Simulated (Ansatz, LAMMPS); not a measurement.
## Finding the fault: liquid 53SiO2-47Li2O (mol %) at 2000 K (102 atoms)

Program: Ansatz 0.2.0. The cell: 18 Si, 32 Li and 52 O.

File input.yaml:

```yaml
crystal:
  lattice:
    - [10.3615, 0.0, 0.0]
    - [0.0, 10.3615, 0.0]
    - [0.0, 0.0, 10.3615]
  atoms:
    - { symbol: Si, position: [0.52246, 0.0598, 0.60716] }
    - { symbol: Si, position: [0.38794, 0.83275, 0.63672] }
    - { symbol: Si, position: [0.88241, 0.20522, 0.34927] }
    - { symbol: Si, position: [0.00237, 0.70806, 0.14113] }
    - { symbol: Si, position: [0.09016, 0.55623, 0.78066] }
    - { symbol: Si, position: [0.93482, 0.35114, 0.92853] }
    - { symbol: Si, position: [0.62819, 0.30167, 0.18155] }
    - { symbol: Si, position: [0.22629, 0.04256, 0.98929] }
    - { symbol: Si, position: [0.25092, 0.6397, 0.45646] }
    - { symbol: Si, position: [0.58269, 0.88916, 0.20053] }
    - { symbol: Si, position: [0.06994, 0.99032, 0.25269] }
    - { symbol: Si, position: [0.27269, 0.55702, 0.1804] }
    - { symbol: Si, position: [0.24215, 0.39603, 0.62236] }
    - { symbol: Si, position: [0.82273, 0.02112, 0.57662] }
    - { symbol: Si, position: [0.97594, 0.05793, 0.83402] }
    - { symbol: Si, position: [0.68223, 0.43389, 0.79974] }
    - { symbol: Si, position: [0.71663, 0.55314, 0.52657] }
    - { symbol: Si, position: [0.90766, 0.77084, 0.85371] }
    [... 78 atom lines left out ...]
    - { symbol: O, position: [0.36512, 0.43279, 0.70923] }
    - { symbol: O, position: [0.15345, 0.99398, 0.38171] }
    - { symbol: O, position: [0.00959, 0.83945, 0.2266] }
    - { symbol: O, position: [0.26982, 0.47239, 0.47824] }
    - { symbol: O, position: [0.37902, 0.57207, 0.05907] }
    - { symbol: O, position: [0.33268, 0.63701, 0.30924] }
kpoints:
  mp_grid: { grid: [1, 1, 1] }
hamiltonian:
  xc: pbe
scf:
  occupations: { method: fixed }
  eigensolver: { kind: { support_functions: { accuracy: medium, radius: 1.5 } } }
  max_iter: 60
output:
  forces: true
```

On the command line:

```sh
ansatz run input.yaml --threads 4 --pin off --max-ram 8192MiB --backend cpu --events-out ev --progress --plain --runs-dir out
```

Log:

```text
Warning: scf.eigensolver.kind.support_functions: disabling space-group detection — the functions' gradient is summed over unrotated k-points, so no spatial operation reduces the k-mesh or symmetrises the density; time reversal is kept, so that k and −k are solved as one point where they differ and the mesh holds both, and exact exchange and, on two spinor components, a DFT+U term hold to it where the run has them: [...]
Warning: basis.ecutwfc = 464 eV, auto-derived: no grid that the accuracy of the support functions lays serves the files at the lower one that their records recommend; a deck with other species or settings can derive another value
settings of this run that can trade accuracy for cost: scf.eigensolver.kind.support_functions [...]
Engine: ansatz 0.2.0, aarch64-unknown-linux-gnu
Pseudopotentials: kind: paw
Pseudopotential: Si, paw, valence charge 4, recommended cutoff 420 eV (normal), Si.paw.azcp
Pseudopotential: Li, paw, valence charge 3, recommended cutoff 420 eV (normal), Li.paw.azcp
Pseudopotential: O, paw, valence charge 6, recommended cutoff 420 eV (normal), O.paw.azcp
[... 5 lines on functional and potentials left out ...]
Error: SCF: the radius of support functions is under 3.31 Å, the least for these sites at the functions' level (scf.eigensolver.kind.support_functions.accuracy). Use scf.eigensolver.kind: auto, or type scf.eigensolver.kind.support_functions.radius at least as long, [...]
```

It took 4.7 s on 4 threads of Arm Neoverse V1, shared host; peak memory 0.26 GiB; 14 s of CPU time.

What is at fault here, and what would mend it?

A radius far too short: support_functions.radius = 1.5.

The fix is to leave the radius at the level's default.

The run ended with an error.

[Logs are printed without paths, hosts, clocks, repeated set-up lines and the standing remarks that a program may print on its own settings, such as how far it seeks lower states.]

[Hosts, paths, dates, database ids (printed as entryN), source tags and the programs' standing remarks are cut or masked in the printed files.]
